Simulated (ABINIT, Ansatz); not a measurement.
**InH (Fm-3m): zone-centre phonons**

Wanted: the vibrations of InH (Fm-3m) at Γ, by two programs.

Program: ABINIT 10.8.3. Level of theory: DFT LDA, scalar-relativistic, plane waves, HGH norm-conserving pseudopotentials. Results are calculated unless marked as measured.

Most raw output is cut from this account.

The structure was built from a prototype and need not be the compound's stable phase.

## (1) Starting point

The structure is cubic, space group Fm-3m (No. 225). Conventional cell: a = 4.836 Å, b = 4.836 Å, c = 4.836 Å, α = 90.00°, β = 90.00°, γ = 90.00°. Nearest to In lie 6 H at 2.42 Å. H has 6 In at 2.42 Å nearest. Farther neighbours are not listed.

## (2) Relaxation

Frequencies change by per cents with a per cent of volume, so the structure is first brought to rest at this level of theory.

The starting cell comes from a relaxation made beforehand in Ansatz (LDA, PseudoDojo NC).

Input file relax.abi:

```
# relaxation
ionmov 2
optcell 2
dilatmx 1.08
ntime 40
tolmxf 1.0d-05
tolvrs 1.0d-14
prtwf 0
prtden 0
chksymtnons 0

# basis, mesh and filling
ecut 35.0
ecutsm 0.5
ixc 7
ngkpt 12 12 12
nshiftk 1
shiftk 0.0 0.0 0.0
istwfk *1
occopt 7
tsmear 0.01
nband 7
nstep 100
diemac 1000000.0
prtebands 0
prtgsr 0

# cell and atoms
acell 3*1.0 Angstrom
rprim 
    0.0 2.417774469 2.417774469
    2.417774469 0.0 2.417774469
    2.417774469 2.417774469 0.0
ntypat 2
znucl 49 1
natom 2
typat 1 2
xred 
    0.0 0.0 0.0
    0.5 0.5 0.5
pp_dirpath "./pseudo"
pseudos "In.hgh, H.hgh"
```

Run with:

```console
OMP_NUM_THREADS=1 mpirun -n 2 abinit relax.abi > relax.log
```

The job ended after 1.9 min (2 MPI ranks of Arm Neoverse N1, shared host).

The steps of the relaxation:

```tsv
step	energy less that of the first step (eV)	largest force (eV/Å)	volume (Å³)
1	0.0000	0.0000	28.27
2	-0.0009	0.0000	28.15
3	-0.0036	0.0000	27.38
4	-0.0036	0.0000	27.44
5	-0.0036	0.0000	27.44
```

```tsv
conventional cell, symmetrised	before	after	change
a (Å)	4.836	4.788	-1.0 %
b (Å)	4.836	4.788	-1.0 %
c (Å)	4.836	4.788	-1.0 %
volume (Å³/atom)	14.13	13.72	-2.9 %
```

Final coordinates:

```xyz
2
Lattice="0.0000 2.3938 2.3938 2.3938 0.0000 2.3938 2.3938 2.3938 0.0000" Properties=species:S:1:pos:R:3 pbc="T T T"
In    0.0000    0.0000    0.0000
H     2.3938    2.3938    2.3938
```

Read from the output:

```yaml
volume_per_atom: 13.72 Å³
pressure: -1.05e-4 GPa
gap_on_the_k_mesh: 0 eV
```

The volume changes by -2.9 % from the cell with which this run began.

## (3) Self-consistent run for the response

First-order wavefunctions inherit every error of the ground state, hence the very tight tolvrs. ecutsm is kept as in the relaxation, so that the cell stays at rest. Occupations are smeared.

Input file gs.abi:

```
# ground state
tolvrs 1.0d-16
prtden 1
prtwf 1

# basis, mesh and filling
ecut 35.0
ecutsm 0.5
ixc 7
ngkpt 12 12 12
nshiftk 1
shiftk 0.0 0.0 0.0
istwfk *1
occopt 7
tsmear 0.01
nband 7
nstep 100
diemac 1000000.0
prtebands 0
prtgsr 0

# cell and atoms
acell 3*1.0 Angstrom
rprim 
    0.0 2.393826891 2.393826891
    2.393826891 0.0 2.393826891
    2.393826891 2.393826891 0.0
ntypat 2
znucl 49 1
natom 2
typat 1 2
xred 
    0.0 0.0 0.0
    0.5 0.5 0.5
pp_dirpath "./pseudo"
pseudos "In.hgh, H.hgh"
```

Run with:

```console
OMP_NUM_THREADS=1 mpirun -n 2 abinit gs.abi > gs.log
```

Wall time 21 s (2 MPI ranks).

The cell stands at -1.0e-4 GPa, close enough for phonons.

## (4) Linear response at Γ

At q = 0 one unit cell holds all displacements. The response is solved for single atoms along the cell's directions, and symmetry skips those that follow from others. The crystal is treated as a metal, which screens a static field, so no field response is asked.

Input file dfpt_gamma.abi:

```

# common to the responses
getwfk_filepath "gso_WFK"
kptopt 2
nqpt 1
qpt 0.0 0.0 0.0
asr 0
chneut 0

# displacements
rfphon 1
rfatpol 1 2
rfdir 1 1 1
tolvrs 1.0d-10
prtwf 0

# basis, mesh and filling
ecut 35.0
ecutsm 0.5
ixc 7
ngkpt 12 12 12
nshiftk 1
shiftk 0.0 0.0 0.0
istwfk *1
occopt 7
tsmear 0.01
nband 7
nstep 100
diemac 1000000.0
prtebands 0
prtgsr 0

# cell and atoms
acell 3*1.0 Angstrom
rprim 
    0.0 2.393826891 2.393826891
    2.393826891 0.0 2.393826891
    2.393826891 2.393826891 0.0
ntypat 2
znucl 49 1
natom 2
typat 1 2
xred 
    0.0 0.0 0.0
    0.5 0.5 0.5
pp_dirpath "./pseudo"
pseudos "In.hgh, H.hgh"
```

Run with:

```console
OMP_NUM_THREADS=1 mpirun -n 2 abinit dfpt_gamma.abi > dfpt_gamma.log
```

Elapsed: 100 s, on 2 MPI ranks; 3.3 min of CPU time.

Numbers from this step:

```yaml
largest_acoustic_frequency_at_the_zone_centre_before_the_sum_rule: 0.19 cm⁻¹
highest_optical_zone_centre_mode_no_lo_to_term: -325.4 cm⁻¹
lowest_optical_zone_centre_mode: -325.4 cm⁻¹
```

The acoustic modes at Γ come out as far as 0.2 cm⁻¹ from zero, where they should vanish, a small numerical error. The lowest optical mode is imaginary, 325i cm⁻¹, an instability at this level and on this k mesh.

## (5) Modes with the sum rule

anaddb reads the merged derivatives and imposes the acoustic sum rule.

Input file anaddb.abi:

```
ddb_filepath "gamma_DDB"
output_file "anaddb.abo"
outdata_prefix "anaddb"
asr 1
chneut 1
enunit 2
eivec 1
nph1l 1
qph1l 0.0 0.0 0.0 1.0
```

Input file mrgddb.in:

```
gamma_DDB
merged
2
dfpt_gammao_DDB
gso_DDB
```

Run with:

```console
mrgddb < mrgddb.in > mrgddb.log
OMP_NUM_THREADS=1 anaddb anaddb.abi > anaddb.log
```

Run time: 0.55 s. Hardware: 1 thread.

Numbers from this step:

```yaml
highest_optical_zone_centre_mode_no_lo_to_term: -325.5 cm⁻¹
lowest_optical_zone_centre_mode: -325.5 cm⁻¹
```

No LO-TO term; unit eigenvectors of the mass-weighted matrix, from anaddb's displacements. Modes at Γ, with each element's share of the kinetic energy (negative means imaginary):

```tsv
mode	frequency (cm⁻¹)	symmetry	In %	H %
1	-325.5	T1u	1	99
2	-325.5	T1u	1	99
3	-325.5	T1u	1	99
4	0.0	acoustic	99	1
5	0.0	acoustic	99	1
6	0.0	acoustic	99	1
```

Displacements in mode 2 (-325.5 cm⁻¹), the largest set to 1:
```
In1  0.00  0.00 -0.01
H2   0.00  0.00  1.00
```

The rule moves no optical mode by more than 0.1 cm⁻¹.

## (6) Cross-check with Ansatz

The same cell goes through another code, with its own cutoff. The potentials differ.

This step: DFT LDA, scalar-relativistic, plane waves, PseudoDojo norm-conserving pseudopotentials (Ansatz 0.2.0).

Input file input.yaml:

```yaml
crystal:
  lattice:
    - [0.0, 2.3938268912, 2.3938268912]
    - [2.3938268912, 0.0, 2.3938268912]
    - [2.3938268912, 2.3938268912, 0.0]
  atoms:
    - { symbol: In, position: [0.0, 0.0, 0.0] }
    - { symbol: H, position: [0.5, 0.5, 0.5] }
kpoints:
  mp_grid: { grid: [12, 12, 12] }
hamiltonian:
  xc: lda
  pseudopotentials: { kind: nc, accuracy: standard }
scf:
  occupations: { method: gaussian, width: 0.27211 }
output:
  eigenvalues: true
phonons:
  method: dfpt
```

Run with:

```console
ansatz run input.yaml --threads 2 --pin off --max-ram 4096MiB --backend cpu --events-out ev --progress --plain --runs-dir out
```

The job ended after 35 s (2 threads; peak memory 0.62 GiB).

This step gave:

* sum-rule residual before enforcement: 1.96e-4 eV/Å²
* highest optical zone-centre mode (no LO-TO term): -206.0 cm⁻¹
* lowest optical zone-centre mode: -206.0 cm⁻¹

## (7) Side by side: ABINIT HGH and Ansatz, PseudoDojo

Numbers from this step:

- root-mean-square difference: 119.5 cm⁻¹
- largest difference: 119.5 cm⁻¹

Optical modes, paired by symmetry label. Frequencies side by side, by row:

```tsv
q (reciprocal lattice)	mode	ABINIT HGH (cm⁻¹)	Ansatz, PseudoDojo (cm⁻¹)
0 0 0	1	-325.5	-206
0 0 0	2	-325.5	-206
0 0 0	3	-325.5	-206
```

At the zone centre the largest difference (acoustic modes at Γ apart) is 37 % of the highest mode.

## (8) What came out

* space group after relaxation: Fm-3m
* volume per atom: 13.7 Å³
* highest optical zone-centre mode (no LO-TO term): -325.5 cm⁻¹
* imaginary optical modes at the zone centre (no q mesh in this session): yes
* largest difference from Ansatz, PseudoDojo: 119.5 cm⁻¹

In words: At the LDA level the optical modes of InH (Fm-3m) at the zone centre lie at 325i cm⁻¹, so the structure is a saddle point, with 3 modes beyond 10i cm⁻¹ there. On other potentials, and in a cell that was not relaxed for them, the second run differs strongly on some modes. ABINIT HGH and Ansatz, PseudoDojo differ by 119.5 cm⁻¹ in the root mean square and by 119.5 cm⁻¹ at most, 36.7 % of the highest mode compared (acoustic modes at Γ left out); the two use different potentials, and the cell was not relaxed for the second set. These are harmonic frequencies at zero temperature: anharmonic shifts and linewidths and thermal expansion are left out. The HGH files keep few electrons and have no core correction, which is cheap but rough for In. In a metal the frequencies hang on the k mesh and the smearing, most of all near Kohn anomalies. The structure is a hypothetical one, built on a prototype.

[Host names and launcher messages were left out of these logs when they were recorded.]

[Logs are printed without paths, hosts, clocks, repeated set-up lines and the standing remarks that a program may print on its own settings, such as how far it seeks lower states.]

[Hosts, paths, dates, database ids (printed as entryN), source tags and the programs' standing remarks are cut or masked in the printed files.]
